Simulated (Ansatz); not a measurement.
# TaN(310) slab (36 atoms): surface energy

What is the surface energy of this cell, counted against the bulk crystal, and how far does it hang on functional and mesh?

Calculated with Ansatz 0.2.0: Kohn-Sham DFT, PBE, PAW (set soft_2), plane waves; cutoff 420 eV, fermi-dirac smearing of 0.1 eV. Cutoffs: 420 eV for PBE and PBEsol; 500 eV for r2SCAN.

**The cells**

The cell holds 36 atoms: 18 N and 18 Ta. Cell: a = 4.420 Å, b = 6.989 Å, c = 26.881 Å, α = 90.0°, β = 90.0°, γ = 90.0°. It derives from TaN. The starting structure: Slab of TaN cut on (3 1 0), 11.9 Å thick, 1 x 1 surface cells, both faces free, 15 Å of vacuum; not relaxed. Lattice constants are starting values near those of PBE. Vacuum lies along c.

The bulk reference is Ta4N4 in a cell of 8 atoms, 10.794 Å³ an atom.

The input of the single point on the relaxed cell:

```yaml
crystal:
  lattice:
    - [4.42, 0.0, 0.0]
    - [0.0, 6.98863, 0.0]
    - [0.0, 0.0, 26.88068]
  atoms:
    - { symbol: "N", position: [1.0, 0.93441, 0.2793] }
    - { symbol: Ta, position: [0.5, 0.93856, 0.28889] }
    - { symbol: Ta, position: [1.0, 0.21019, 0.31224] }
    - { symbol: "N", position: [0.5, 0.23729, 0.29069] }
    [... 30 atom lines left out ...]
    - { symbol: Ta, position: [1.0, 0.96144, 0.71111] }
    - { symbol: "N", position: [0.5, 0.96559, 0.7207] }
kpoints:
  mp_grid: { grid: [8, 5, 1] }
hamiltonian:
  xc: pbe
scf:
  occupations: { method: fermi_dirac, width: 0.1 }
output:
  forces: true
  populations: true
  dos:
    method: { smearing: { sigma: 0.08 } }
    de: 0.1
    projected: { site_lists: { "N": ["N"], Ta: [Ta] } }
  eigenvalues: true
  write_density: true
  write_potential: true
  volumetric_format: npy
```

```
         cell  formula                    k-mesh  relaxation steps  gain on relaxing (eV)  free energy, PBE (eV)  time of its runs on this page
TaN(310) slab  Ta18N18  8×5×1 (relaxed on 5×3×1)                11                   4.06            -185718.965                           45 s
     bulk TaN    Ta4N4                  12×12×12                 1                      -             -41271.719                           17 s
```

**Surface energy**

The excess is the cell's free energy less 4.5 times that of the bulk cell. It is divided by twice the area, as the cell holds two faces, so the value is their mean, and they need not be alike (30.89 Å²), with 1 eV/Å² = 16.022 J/m².

| level | k-mesh | excess (eV) | surface energy (J/m²) | per area (meV/Å²) |
| --- | --- | --- | --- | --- |
| PBE | 8×5×1 | 3.772 | 0.978 | 61.0 |
| PBE, denser mesh | 10×7×1 | 3.779 | 0.980 | 61.2 |
| r2SCAN | 8×5×1 | 3.909 | 1.014 | 63.3 |
| PBEsol | 8×5×1 | 5.500 | 1.427 | 89.0 |

Worked for the first row at PBE: (-185718.965) − 4.5 × (-41271.719) = 3.772 eV (from unrounded energies).

Then 3.772 / (2 × 30.89) × 16.022 = 0.978 J/m².

**Neighbours**

Bonds by pair of elements; cutoffs follow the first minimum of g(r), held within bounds set by covalent radii, and pairs that aren't listed don't count as bonded:

| pair A-B | cutoff (Å) | bonds | mean length (Å) | spread (Å) | shortest (Å) | B about A | A about B |
| --- | --- | --- | --- | --- | --- | --- | --- |
| N-Ta | 2.88 | 100 | 2.22 | 0.083 | 2.03 | 5.56 | 5.56 |

How many atoms have how many bonded neighbours:

| element | mean | 4 | 5 | 6 |
| --- | --- | --- | --- | --- |
| N | 5.56 | 2 | 4 | 12 |
| Ta | 5.56 | 2 | 4 | 12 |

**Findings**

At PBE the surface energy is 0.98 J/m². At the same geometries the levels give 0.98 (PBE) to 1.43 J/m² (PBEsol) and the denser mesh leaves it within 0.01 J/m². Relaxing the atoms lowered it by 1.054 J/m² from the start (on the 5×3×1 mesh of the relaxation), and the farthest atom moved 0.46 Å. By these cutoffs 6 of 18 N atoms differ from the commonest count of 6 and 6 of 18 Ta atoms differ from the commonest count of 6.

Limits: The cell edges were held, so the lattice is the typed one for every functional. Cell and bulk are sampled on unlike meshes, and the error grows with the number of atoms subtracted. These are free energies under a smearing of 0.1 eV, whose entropy term isn't removed. Spin–orbit coupling is left out, which matters for the levels of the heavy elements. In some runs the program notes that the exchange-correlation potential is rough where the density is thin.

[Logs are printed without paths, hosts, clocks, repeated set-up lines and the standing remarks that a program may print on its own settings, such as how far it seeks lower states.]

[Hosts, paths, dates, database ids (printed as entryN), source tags and the programs' standing remarks are cut or masked in the printed files.]
